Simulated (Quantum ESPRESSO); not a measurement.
**GaN (F-43m): a worked LO-TO splitting**

How high does the longitudinal optical mode of GaN (F-43m) lie, given the transverse one, the Born charge and ε∞?

Main program and level: Quantum ESPRESSO 7.5; DFT LDA, scalar-relativistic, plane waves, PseudoDojo norm-conserving pseudopotentials.

## Step 1: The relaxed structure

The structure is cubic, space group F-43m (No. 216). The conventional cell has a = 4.453 Å, b = 4.453 Å, c = 4.453 Å, α = 90.00°, β = 90.00°, γ = 90.00°. Nearest to Ga lie 4 N at 1.93 Å. Nearest to N lie 4 Ga at 1.93 Å. Farther neighbours and most contacts between anions are not listed.

Structure file:

```
CELL_PARAMETERS angstrom
-2.22641 0.00000 2.22641
0.00000 2.22641 2.22641
-2.22641 2.22641 0.00000
ATOMIC_POSITIONS crystal
Ga 0.00000 0.00000 0.00000
N 0.75000 0.75000 0.75000
```

This is the cell after its relaxation at this level of theory, not the database cell from which that began.

## Step 2: What the response run gave

A linear-response run on the relaxed cell, with the response to an electric field; only its zone-centre results are used. Cutoff 92 Ry, k mesh 12×12×12.

The log of the run:

```text
[banners, grids, parts of the stress and lines that vanish by symmetry left out]
Program PHONON v.7.5
     Reading xml data from directory:

[...]
Exchange-correlation= PW
                           (   1   4   0   0   0   0   0)
[...]
kinetic-energy cut-off    =      92.0000  Ry
     charge density cut-off    =     368.0000  Ry
     convergence threshold     =      1.0E-18
[...]
Exchange-correlation= PW
                           (   1   4   0   0   0   0   0)
[...]
q = (   0.0000000   0.0000000   0.0000000 )
     25 Sym.Ops. (with q -> -q+G )
     G cutoff =  330.0100  (  17933 G-vectors)     FFT grid: ( 40, 40, 40)
     number of k points=    72
[...]
Mode symmetry, T_d (-43m)  point group:
[...]
Dielectric constant
[...]
End of electric fields calculation
          Dielectric constant in cartesian axis
          (       5.764066996      -0.000000000       0.000000000 )
          (       0.000000000       5.764066996       0.000000000 )
          (       0.000000000       0.000000000       5.764066996 )
          Effective charges (d Force / dE) in cartesian axis without acoustic sum rule applied (asr)
           atom    1  Ga    Mean Z*:        2.64527
      Ex  (        2.64527       -0.00000        0.00000 )
      Ey  (        0.00000        2.64527        0.00000 )
      Ez  (       -0.00000        0.00000        2.64527 )
           atom    2  N     Mean Z*:       -2.64579
      Ex  (       -2.64579       -0.00000       -0.00000 )
      Ey  (       -0.00000       -2.64579       -0.00000 )
      Ez  (        0.00000       -0.00000       -2.64579 )
          Effective charges Sum: Mean:       -0.00052
[...]
Effective charges (d Force / dE) in cartesian axis with asr applied:
           atom    1  Ga    Mean Z*:        2.64553
[...]
atom    2  N     Mean Z*:       -2.64553
[...]
Representation #   1 modes #   1   2   3
[...]
End of self-consistent calculation
     Convergence has been achieved
     Representation #   2 modes #   4   5   6
[...]
End of self-consistent calculation
     Convergence has been achieved
[...]
Dielectric constant in cartesian axis
          (       5.764066996      -0.000000000       0.000000000 )
          (       0.000000000       5.764066996       0.000000000 )
          (       0.000000000       0.000000000       5.764066996 )
          Effective charges (d Force / dE) in cartesian axis without acoustic sum rule applied (asr)
           atom    1  Ga    Mean Z*:        2.64527
      Ex  (        2.64527       -0.00000        0.00000 )
      Ey  (        0.00000        2.64527        0.00000 )
      Ez  (       -0.00000        0.00000        2.64527 )
           atom    2  N     Mean Z*:       -2.64579
      Ex  (       -2.64579       -0.00000       -0.00000 )
      Ey  (       -0.00000       -2.64579       -0.00000 )
      Ez  (        0.00000       -0.00000       -2.64579 )
          Effective charges Sum: Mean:       -0.00052
[...]
Effective charges (d Force / dE) in cartesian axis with asr applied:
           atom    1  Ga    Mean Z*:        2.64553
[...]
atom    2  N     Mean Z*:       -2.64553
[...]
q = (    0.000000000   0.000000000   0.000000000 )
[...]
freq (    1) =       0.043057 [THz] =       1.436234 [cm-1]
     freq (    2) =       0.043057 [THz] =       1.436234 [cm-1]
     freq (    3) =       0.043057 [THz] =       1.436234 [cm-1]
     freq (    4) =      16.606315 [THz] =     553.927055 [cm-1]
     freq (    5) =      16.606315 [THz] =     553.927055 [cm-1]
     freq (    6) =      16.606315 [THz] =     553.927055 [cm-1]
[...]
Mode symmetry, T_d (-43m)  point group:
     freq (   1-   3) =          1.4  [cm-1]   --> T_2  G_15 P_4   I+R
     freq (   4-   6) =        553.9  [cm-1]   --> T_2  G_15 P_4   I+R

   JOB DONE.
```

```
                       quantity   value
             cell volume Ω (Å³)  22.072
                 mass of Ga (u)  69.723
                  mass of N (u)  14.007
     Born charge of Ga, raw (e)   2.645
      Born charge of N, raw (e)  -2.646
                             ε∞   5.764
ω(TO) after the sum rule (cm⁻¹)   553.9
```

## Step 3: The calculation

The charges must sum to zero over the cell; taking off their mean, 0.000 e, leaves Z* = 2.646 e on Ga. In the polar mode Ga moves against N, so the reduced mass is μ = 69.72 × 14.01 / 83.73 = 11.664 u.

A longitudinal wave builds up a field that adds to the restoring force: ω(LO)² = ω(TO)² + 4π Z*² / (μ Ω ε∞), in Hartree atomic units. With μ = 21262 electron masses and Ω = 148.95 bohr³ the second term is 4.8180e-06 Ha², or 232079 cm⁻² (1 Ha = 219474.6 cm⁻¹).

So ω(LO) = √(306827 + 232079) = 734.1 cm⁻¹, and by the Lyddane-Sachs-Teller relation ε₀ = ε∞ (ω(LO)/ω(TO))² = 10.12.

## Step 4: Check against the program

The analysis program adds the same non-analytic term to the full matrix, here for q along (1 0 0).

The log of the run:

```text
[banner, memory and clock lines left out]
Program DYNMAT v.7.5

     Reading Dynamical Matrix from file g.dyn
     ...Force constants read
     ...epsilon and Z* read

     Polarizability (A^3 units)
     multiply by 0.386395 for Clausius-Mossotti correction
         8.367871    0.000000    0.000000
        -0.000000    8.367871    0.000000
         0.000000    0.000000    8.367871

     IR activities are in (D/A)^2/amu units

# mode   [cm-1]    [THz]      IR
    1     -0.00   -0.0000    0.0000
    2     -0.00   -0.0000    0.0000
    3      0.00    0.0000    0.0000
    4    553.92   16.6061   13.8438
    5    553.92   16.6061   13.8438
    6    734.10   22.0078   13.8438
```

ε₀ comes from the program's run without a direction of q.

```
    quantity  by hand  program
ω(LO) (cm⁻¹)    734.1    734.1
          ε₀    10.12    10.12
```

## Step 5: What came out

- TO mode: 553.9 cm⁻¹
- LO mode: 734.1 cm⁻¹
- static dielectric constant: 10.12

In words: The LO mode of GaN (F-43m) lies at 734 cm⁻¹, 180 cm⁻¹ above the TO mode; the formula meets the program within 0.1 cm⁻¹, as it must for a cubic crystal with one polar mode. ω(LO)² − ω(TO)² goes with Z*²/ε∞: an error of 5 % in ε∞ would move the LO mode by 7.6 cm⁻¹, and semilocal functionals tend to overestimate ε∞. These are harmonic values at zero temperature, at the volume of this functional, for the structure held cubic; stability elsewhere in the zone is no part of this calculation.

[Host names and launcher messages were left out of these logs when they were recorded.]

[Logs are printed without paths, hosts, clocks, repeated set-up lines and the standing remarks that a program may print on its own settings, such as how far it seeks lower states.]

[Hosts, paths, dates, database ids (printed as entryN), source tags and the programs' standing remarks are cut or masked in the printed files.]
